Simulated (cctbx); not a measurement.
**What is wrong with this refinement?**

Cell a = 5.3000 Å, b = 6.4730 Å, c = 11.4000 Å, α = 90.00°, β = 90.30°, γ = 90.00°; space group P2_1/m (no. 11).

The data are simulated with cctbx, not measured: Mo Kα, λ = 0.71073 Å, to d = 0.75 Å, 80 % of the full sphere, strongest reflection 70000 counts, noise from counting, a 2 % proportional error and a noise floor of 2 counts (s.d.); no absorption.

An anisotropic refinement with weights 1/σ² prints:

```text
Rint 0.017, 1042 unique reflections to 0.75 A
cycle     R1     wR2    GooF  max shift (A)
   1  0.0863  0.2179  11.427   0.03915
   3  0.0468  0.1187   6.228   0.00019
final R1 0.0468 wR2 0.1187 GooF 6.228  parameters 72  data/parameter 14.5
atom        x        y        z      Ueq    occ   su(xyz)  su(Uiso or U11)
Tl1    0.01454  0.25000  0.71937   0.0215  1.000  0.00009  0.0003
As1    0.91873  0.25000  0.40677   0.0237  1.000  0.00030  0.0008
As2    0.40484  0.75000  0.10207   0.0197  1.000  0.00027  0.0007
Na1    0.50000  0.00000  0.50000   0.0533  1.000  0.00000  0.0049
Na2    0.48326  0.25000  0.21738   0.0350  1.000  0.00126  0.0030
Na3    0.00000  0.00000  0.00000   0.0269  1.000  0.00000  0.0029
O1     0.79716  0.03846  0.33622   0.0258  1.000  0.00147  0.0037
O2     0.27621  0.54349  0.17426   0.0398  1.000  0.00173  0.0042
O3     0.25107  0.25000  0.41240   0.0308  1.000  0.00210  0.0049
O4     0.74830  0.75000  0.11254   0.0570  1.000  0.00329  0.0092
O5     0.69636  0.25000  0.04124   0.0408  1.000  0.00259  0.0070
difference map: max 14.57 min -1.14 rms 0.44
Q1    0.2037  0.7500  0.4493    2   14.72  1.77 A from As1
Q2    0.2511  0.2500  0.8929    2    2.59  0.06 A from O4
Q3    0.0022  0.2500  0.7251    2    1.74  0.09 A from Tl1
Q4    0.2431  0.2500  0.3757    2    1.38  0.42 A from O3
Q5    0.4304  0.7500  0.1292    2    0.97  0.34 A from As2
Q6    0.3783  0.7500  0.9716    2    0.82  0.42 A from O5
```

Q: Accept it or mend it, and why?

Mend it. The fault: an atom left out, O at (0.2043, 3/4, 0.4492). Against the right model at the same level, R1 goes from 0.0073 to 0.0468 and GooF from 0.95 to 6.23 and the top difference peak, 14.7 e/Å³, lies 1.77 Å from As1. Q1 is the missing atom. With scattering power missing, scale and phases suffer, so peaks may also grow on the heavy atoms.

The compound is Na3TlAs2O8. The right model at the same level gives:

```text
Rint 0.017, 1042 unique reflections to 0.75 A
cycle     R1     wR2    GooF  max shift (A)
   1  0.0661  0.1799   9.467   0.02987
   3  0.0073  0.0181   0.950   0.00004
final R1 0.0073 wR2 0.0181 GooF 0.950  parameters 78  data/parameter 13.4
atom        x        y        z      Ueq    occ   su(xyz)  su(Uiso or U11)
Tl1    0.01452  0.25000  0.71939   0.0220  1.000  0.00001  0.0000
As1    0.91874  0.25000  0.40680   0.0244  1.000  0.00005  0.0001
As2    0.40497  0.75000  0.10221   0.0203  1.000  0.00004  0.0001
Na1    0.50000  0.00000  0.50000   0.0558  1.000  0.00000  0.0008
Na2    0.48240  0.25000  0.21752   0.0354  1.000  0.00019  0.0005
Na3    0.00000  0.00000  0.00000   0.0274  1.000  0.00000  0.0004
O1     0.79713  0.03794  0.33574   0.0252  1.000  0.00022  0.0005
O2     0.27530  0.54478  0.17456   0.0400  1.000  0.00026  0.0007
O3     0.20390  0.75000  0.44926   0.0310  1.000  0.00035  0.0009
O4     0.24820  0.25000  0.41054   0.0302  1.000  0.00031  0.0007
O5     0.74770  0.75000  0.11116   0.0398  1.000  0.00040  0.0010
O6     0.69299  0.25000  0.04218   0.0412  1.000  0.00042  0.0012
difference map: max 0.26 min -0.29 rms 0.07
Q1    0.4588  0.7500  0.6424    2    0.26  1.63 A from Na2
Q2    0.3269  0.6702  0.3497    4    0.24  1.41 A from O3
Q3    0.0277  0.5917  0.5712    4    0.22  1.09 A from As1
Q4    0.4349  0.6622  0.4982    4    0.21  1.11 A from Na1
Q5    0.3108  0.1591  0.9083    4    0.20  0.70 A from O5
Q6    0.0461  0.2500  0.1375    2    0.20  2.16 A from O6
```

Isotropic U is held between 0.0001 and 1 Å² by the program, and listed peak heights are interpolated, so they can pass the grid's maximum.

The model was made for the exercise: a known structure type with other elements put in, its volume estimated, not relaxed; displacement parameters are assumed.

[Middle refinement cycles are left out of these outputs.]

[Logs are printed without paths, hosts, clocks, repeated set-up lines and the standing remarks that a program may print on its own settings, such as how far it seeks lower states.]
